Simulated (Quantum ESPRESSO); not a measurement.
# Magnetic state of NiO from several starts, part 2 of 2

Does NiO prefer parallel or opposed moments?

Quantum ESPRESSO 7.5; PBEsol with U = 6 eV on Ni d (ortho-atomic projectors); plane waves with GBRV 1.5 PBEsol potentials, no spin-orbit coupling.

So far, absolute magnetization (μB): step 2 (start 1: ferro +) 2.01.

## 3. Run 2 (antiferro q=(0,1/2,1/2) +−)

This order needs a doubled cell of 4 atoms. The wavevector q is in fractions of the reciprocal vectors of the crystal's primitive cell, as the cells of these inputs are built from it; moments change sign between cells as cos(2π q·R).

File pw.in:

```
&CONTROL
  calculation = 'scf'
  prefix = 'pwscf'
  outdir = './tmp'
  pseudo_dir = './pseudo'
  disk_io = 'nowf'
/
&SYSTEM
  ibrav = 0
  nat = 4
  ntyp = 3
  ecutwfc = 40
  ecutrho = 280
  nbnd = 33
  occupations = 'smearing'
  smearing = 'fd'
  degauss = 0.00367493
  nspin = 2
  starting_magnetization(1) = 0.1111
  starting_magnetization(2) = -0.1111
  starting_magnetization(3) = 0
/
&ELECTRONS
  conv_thr = 8d-09
  electron_maxstep = 150
  mixing_beta = 0.3
/
ATOMIC_SPECIES
Ni1    58.6934 ni_pbesol_v1.4.uspp.F.UPF
Ni2    58.6934 ni_pbesol_v1.4.uspp.F.UPF
O      15.9990 o_pbesol_v1.2.uspp.F.UPF
CELL_PARAMETERS angstrom
   0.0000000000    2.0859016414    2.0859016414
   4.1718032828    0.0000000000    4.1718032828
   4.1718032828    2.0859016414    2.0859016414
ATOMIC_POSITIONS crystal
Ni1     0.0000000000    0.0000000000    0.0000000000
Ni2     0.0000000000    0.5000000000    0.0000000000
O       0.5000000000    0.0000000000    0.5000000000
O       0.5000000000    0.5000000000    0.5000000000
K_POINTS automatic
8 4 8 0 0 0
HUBBARD {ortho-atomic}
U Ni1-3d 6.0000
U Ni2-3d 6.0000
```

Launch:

```bash
$ OMP_NUM_THREADS=1 mpirun -n 4 pw.x -nk 4 -in pw.in > pw.out
```

Log:

```text
[banner, memory and clock lines left out]
Program PWSCF v.7.5 starts

     Message from routine setup:
     using ibrav=0 with symmetry is DISCOURAGED, use correct ibrav instead

     bravais-lattice index     =            0
     lattice parameter (alat)  =       5.5745  a.u.
     unit-cell volume          =     244.9842 (a.u.)^3
     number of atoms/cell      =            4
     number of atomic types    =            3
     number of electrons       =        48.00
     number of Kohn-Sham states=           33
     kinetic-energy cutoff     =      40.0000  Ry
     charge density cutoff     =     280.0000  Ry
     scf convergence threshold =      8.0E-09
     mixing beta               =       0.3000
     number of iterations used =            8  plain     mixing
     Exchange-correlation= SLA  PW   PSX  PSC
                           (   1   4  10   8   0   0   0)
     Hubbard projectors: ortho-atomic
     Hubbard parameters of DFT+U (Dudarev formulation) in eV:
     U(Ni1-3d) =  6.0000
     U(Ni2-3d) =  6.0000

     Internal variables: lda_plus_u =T, lda_plus_u_kind = 0

     Internal variables: orbital_resolved =F, hub_pot_fix =F, apply_U = F

     celldm(1)=   5.574523  celldm(2)=   0.000000  celldm(3)=   0.000000
     celldm(4)=   0.000000  celldm(5)=   0.000000  celldm(6)=   0.000000

     crystal axes: (cart. coord. in units of alat)
               a(1) = (   0.000000   0.707107   0.707107 )
               a(2) = (   1.414214   0.000000   1.414214 )
               a(3) = (   1.414214   0.707107   0.707107 )

     reciprocal axes: (cart. coord. in units 2 pi/alat)
               b(1) = ( -0.707107  0.707107  0.707107 )
               b(2) = ( -0.000000 -0.707107  0.707107 )
               b(3) = (  0.707107  0.707107 -0.707107 )

     PseudoPot. # 1 for Ni read from file:
     ni_pbesol_v1.4.uspp.F.UPF
     Pseudo is Ultrasoft + core correction, Zval = 18.0

     PseudoPot. # 2 for Ni read from file:
     ni_pbesol_v1.4.uspp.F.UPF
     Pseudo is Ultrasoft + core correction, Zval = 18.0

     PseudoPot. # 3 for O  read from file:
     o_pbesol_v1.2.uspp.F.UPF
     Pseudo is Ultrasoft + core correction, Zval =  6.0

     atomic species   valence    mass     pseudopotential
     Ni1              18.00    58.69340     Ni( 1.00)
     Ni2              18.00    58.69340     Ni( 1.00)
     O                 6.00    15.99900     O ( 1.00)

     Starting magnetic structure
     atomic species   magnetization
     Ni1             0.111
     Ni2            -0.111
     O               0.000

     16 Sym. Ops., with inversion, found

   Cartesian axes

     site n.     atom                  positions (alat units)
         1        Ni1    tau(   1) = (   0.0000000   0.0000000   0.0000000  )
         2        Ni2    tau(   2) = (   0.7071068   0.0000000   0.7071068  )
         3        O      tau(   3) = (   0.7071068   0.7071068   0.7071068  )
         4        O      tau(   4) = (   1.4142136   0.7071068   1.4142136  )

     number of k points=    39  Fermi-Dirac smearing, width (Ry)=  0.0037
                       cart. coord. in units 2pi/alat
        k(    1) = (   0.0000000   0.0000000   0.0000000), wk =   0.0039062
        k(    2) = (   0.0883883   0.0883883  -0.0883883), wk =   0.0312500
        k(    3) = (   0.1767767   0.1767767  -0.1767767), wk =   0.0312500
        k(    4) = (   0.2651650   0.2651650  -0.2651650), wk =   0.0312500
        k(    5) = (  -0.3535534  -0.3535534   0.3535534), wk =   0.0078125
        [... 34 further k-points ...]

     Dense  grid:    19361 G-vectors     FFT dimensions: (  30,  60,  54)

     Smooth grid:     8463 G-vectors     FFT dimensions: (  24,  45,  40)

     Check: negative core charge=   -0.000015
     Generating pointlists ...
     new r_m :   0.2917 (alat units)  1.6260 (a.u.) for type    1
     new r_m :   0.2917 (alat units)  1.6260 (a.u.) for type    2
     new r_m :   0.2917 (alat units)  1.6260 (a.u.) for type    3

     Initial potential from superposition of free atoms

     starting charge      44.0000, renormalised to      48.0000

     STARTING HUBBARD OCCUPATIONS:

     =================== HUBBARD OCCUPATIONS ===================
     ------------------------ ATOM    1 ------------------------
     Tr[ns(  1)] (up, down, total) =   5.00000  3.00000  8.00000
     Atomic magnetic moment for atom   1 =   2.00000
     [... lines left out ...]
     ------------------------ ATOM    2 ------------------------
     Tr[ns(  2)] (up, down, total) =   3.00000  5.00000  8.00000
     Atomic magnetic moment for atom   2 =  -2.00000
     [... lines left out ...]
     Number of occupied Hubbard levels =   16.0000

     Atomic wfc used for Hubbard projectors are orthogonalized

     Starting wfcs are   34 randomized atomic wfcs

     Self-consistent Calculation

     iteration #  1     ecut=    40.00 Ry     beta= 0.30
     Davidson diagonalization with overlap
     ethr =  1.00E-02,  avg # of iterations =  3.6

     =================== HUBBARD OCCUPATIONS ===================
     ------------------------ ATOM    1 ------------------------
     Tr[ns(  1)] (up, down, total) =   3.23038  0.84910  4.07948
     Atomic magnetic moment for atom   1 =   2.38129
     [... lines left out ...]
     ------------------------ ATOM    2 ------------------------
     Tr[ns(  2)] (up, down, total) =   0.84924  3.23126  4.08050
     Atomic magnetic moment for atom   2 =  -2.38201
     [... lines left out ...]
     Number of occupied Hubbard levels =    8.1600

     total energy              =    -734.71072506 Ry
     estimated scf accuracy    <      54.95898362 Ry

     total magnetization       =    -0.00 Bohr mag/cell
     absolute magnetization    =     5.15 Bohr mag/cell

     iteration #  2     ecut=    40.00 Ry     beta= 0.30
     Davidson diagonalization with overlap
     ethr =  1.00E-02,  avg # of iterations =  3.0

     total energy              =    -747.11470757 Ry
     estimated scf accuracy    <      21.86100455 Ry

     total magnetization       =    -0.00 Bohr mag/cell
     absolute magnetization    =     0.30 Bohr mag/cell

     [... further iterations left out ...]

     iteration # 13     ecut=    40.00 Ry     beta= 0.30
     Davidson diagonalization with overlap
     ethr =  3.34E-11,  avg # of iterations =  2.6

     total energy              =    -750.29756703 Ry
     estimated scf accuracy    <       0.00000008 Ry

     total magnetization       =     0.00 Bohr mag/cell
     absolute magnetization    =     3.82 Bohr mag/cell

     iteration # 14     ecut=    40.00 Ry     beta= 0.30
     Davidson diagonalization with overlap
     ethr =  3.34E-11,  avg # of iterations =  2.1

     Magnetic moment per site  (integrated on atomic sphere of radius R)
     atom   1 (R=0.292)  charge= 15.6019  magn=  1.7313
     atom   2 (R=0.292)  charge= 15.6019  magn= -1.7313
     atom   3 (R=0.292)  charge=  5.7131  magn= -0.0742
     atom   4 (R=0.292)  charge=  5.7131  magn=  0.0742

     End of self-consistent calculation

     =================== HUBBARD OCCUPATIONS ===================
     ------------------------ ATOM    1 ------------------------
     Tr[ns(  1)] (up, down, total) =   4.97355  3.22382  8.19737
     Atomic magnetic moment for atom   1 =   1.74973
     [... lines left out ...]
     ------------------------ ATOM    2 ------------------------
     Tr[ns(  2)] (up, down, total) =   3.22382  4.97355  8.19737
     Atomic magnetic moment for atom   2 =  -1.74973
     [... lines left out ...]
     Number of occupied Hubbard levels =   16.3947

     [... lines left out ...]
     the Fermi energy is    14.6929 ev

!    total energy              =    -750.29756809 Ry
     estimated scf accuracy    <          9.9E-11 Ry
     smearing contrib. (-TS)   =      -0.00000000 Ry
     internal energy E=F+TS    =    -750.29756809 Ry

     The total energy is F=E-TS. E is the sum of the following terms:
     one-electron contribution =    -431.67842299 Ry
     hartree contribution      =     244.61122411 Ry
     xc contribution           =     -84.90774813 Ry
     ewald contribution        =    -478.44661501 Ry
     Hubbard energy            =       0.12399393 Ry

     total magnetization       =    -0.00 Bohr mag/cell
     absolute magnetization    =     3.82 Bohr mag/cell

     convergence has been achieved in  14 iterations
```

Wall time 31 s (4 MPI ranks of Arm Neoverse V1, shared host); peak memory 0.4 GiB.

Spin moment in the atom's sphere by atom:

```tsv
atom	spin moment in the atom's sphere (μB)
Ni1	1.73
Ni2	-1.73
O3	-0.07
O4	0.07
```

This step gave:

| Item | Value |
| --- | --- |
| smearing term TS | 1.33e-10 eV |
| magnetization | 0 μB |
| absolute magnetization | 3.815 μB |
| final state | antiferromagnetic |

## 4. Run 3, typed as antiferro q=(0,0,1/2) +−

This order needs a doubled cell of 4 atoms.

pw.in, as its differences from that of step 3:

```diff
@@ -33,11 +33,11 @@
    0.0000000000    2.0859016414    2.0859016414
-   4.1718032828    0.0000000000    4.1718032828
-   4.1718032828    2.0859016414    2.0859016414
+   2.0859016414    0.0000000000    2.0859016414
+   4.1718032828    4.1718032828    0.0000000000
 ATOMIC_POSITIONS crystal
 Ni1     0.0000000000    0.0000000000    0.0000000000
-Ni2     0.0000000000    0.5000000000    0.0000000000
-O       0.5000000000    0.0000000000    0.5000000000
-O       0.5000000000    0.5000000000    0.5000000000
+Ni2     0.0000000000    0.0000000000    0.5000000000
+O       0.5000000000    0.5000000000    0.2500000000
+O       0.5000000000    0.5000000000    0.7500000000
 K_POINTS automatic
-8 4 8 0 0 0
+8 8 4 0 0 0
 HUBBARD {ortho-atomic}
```

Log:

```text
     [... lines left out ...]
Program PWSCF v.7.5 starts
     [... lines left out ...]
     number of atoms/cell      =            4
     [... lines left out ...]
     number of electrons       =        48.00
     number of Kohn-Sham states=           33
     kinetic-energy cutoff     =      40.0000  Ry
     charge density cutoff     =     280.0000  Ry
     scf convergence threshold =      8.0E-09
     [... lines left out ...]
     12 Sym. Ops., with inversion, found
     [... lines left out ...]
     number of k points=    35  Fermi-Dirac smearing, width (Ry)=  0.0037
     [... lines left out ...]
     iteration # 15     ecut=    40.00 Ry     beta= 0.30
     [... lines left out ...]
     Magnetic moment per site  (integrated on atomic sphere of radius R)
     atom   1 (R=0.292)  charge= 15.6196  magn=  1.6630
     atom   2 (R=0.292)  charge= 15.6196  magn= -1.6630
     atom   3 (R=0.292)  charge=  5.6997  magn= -0.0000
     atom   4 (R=0.292)  charge=  5.6997  magn= -0.0000
     [... lines left out ...]
     Tr[ns(  1)] (up, down, total) =   4.96550  3.27151  8.23701
     [... lines left out ...]
     Tr[ns(  2)] (up, down, total) =   3.27151  4.96550  8.23702
     [... lines left out ...]
     the Fermi energy is    13.9679 ev
!    total energy              =    -750.31578718 Ry
     estimated scf accuracy    <          7.0E-10 Ry
     smearing contrib. (-TS)   =      -0.00000000 Ry
     [... lines left out ...]
     total magnetization       =    -0.00 Bohr mag/cell
     absolute magnetization    =     3.59 Bohr mag/cell
     convergence has been achieved in  15 iterations
```

It took 21 s on 4 MPI ranks; peak memory 0.35 GiB.

Spin moment in the atom's sphere by atom:

```tsv
atom	spin moment in the atom's sphere (μB)
Ni1	1.66
Ni2	-1.66
O3	0.00
O4	0.00
```

Read from the output:

| Item | Value |
| --- | --- |
| smearing term TS | 2.64e-12 eV |
| magnetization | 0 μB |
| absolute magnetization | 3.594 μB |
| final state | antiferromagnetic |

## 5. Energies of the orders

An order is kept where moments of 0.15 μB or more survive with the typed signs; meshes match where a doubled cell samples the same k points as the first cell.

Orders:

```tsv
start	final state	typed order kept	energy over the lowest (meV a seeded atom)	largest site moment (μB)	net moment (μB a cell of the first run)	mesh matched	CPU time (s)
ferro +	ferromagnetic	yes	110.8	1.722	2	yes	20.08
antiferro q=(0,1/2,1/2) +-	antiferromagnetic	yes	123.9	1.731	0	yes	125.2
antiferro q=(0,0,1/2) +-	antiferromagnetic	yes	0	1.663	0	yes	84.15
```

## 6. Couplings from the energies

E = −Σ J e·e over ordered pairs of unit vectors, so each pair counts twice. As many shells are taken as there are differences of energy, so the couplings are solved for and no residual tests the model; further shells are folded in, and shells whose pairs keep their relative signs in all orders cancel and are not probed. Couplings from the energies:

```tsv
pair	distance (Å)	neighbours an atom	J (meV)
Ni-Ni	2.95	12	0.8213
Ni-Ni	4.172	6	-10.05
```

## 7. Occupations of the corrected shells in the lowest state

Occupations of the Hubbard shells:

```tsv
block	type	shell	spin	electrons	occupation numbers
1	Ni1	3d	up	4.965	0.993 0.993 0.993 0.993 0.993
1	Ni1	3d	down	3.272	0.153 0.153 0.989 0.989 0.989
2	Ni2	3d	up	3.272	0.153 0.153 0.989 0.989 0.989
2	Ni2	3d	down	4.965	0.993 0.993 0.993 0.993 0.993
```

## 8. Outcome

```yaml
lowest_state_found: antiferromagnetic (from antiferro q=(0,0,1/2) +-)
largest_site_moment: 1.66 μB
next_state_with_moments: ferromagnetic, 111 meV a seeded atom higher
j_of_the_weightiest_shell: -10.1 meV
```

**Reading.** The largest moment changes by 3.9 % between the kept orders, as for well localised moments. This is the lowest of 3 collinear or spinless starts, no proof of the ground state.

[Logs and program files are shortened in this print: banners, set-up blocks, solver, clock and traceback lines can be left out without a mark of their own.]

[Logs are printed without paths, hosts, clocks, repeated set-up lines and the standing remarks that a program may print on its own settings, such as how far it seeks lower states.]

[Hosts, paths, dates, database ids (printed as entryN), source tags and the programs' standing remarks are cut or masked in the printed files.]

[Where a cell is said to come from a database of computed structures, the database is the Materials Project.]
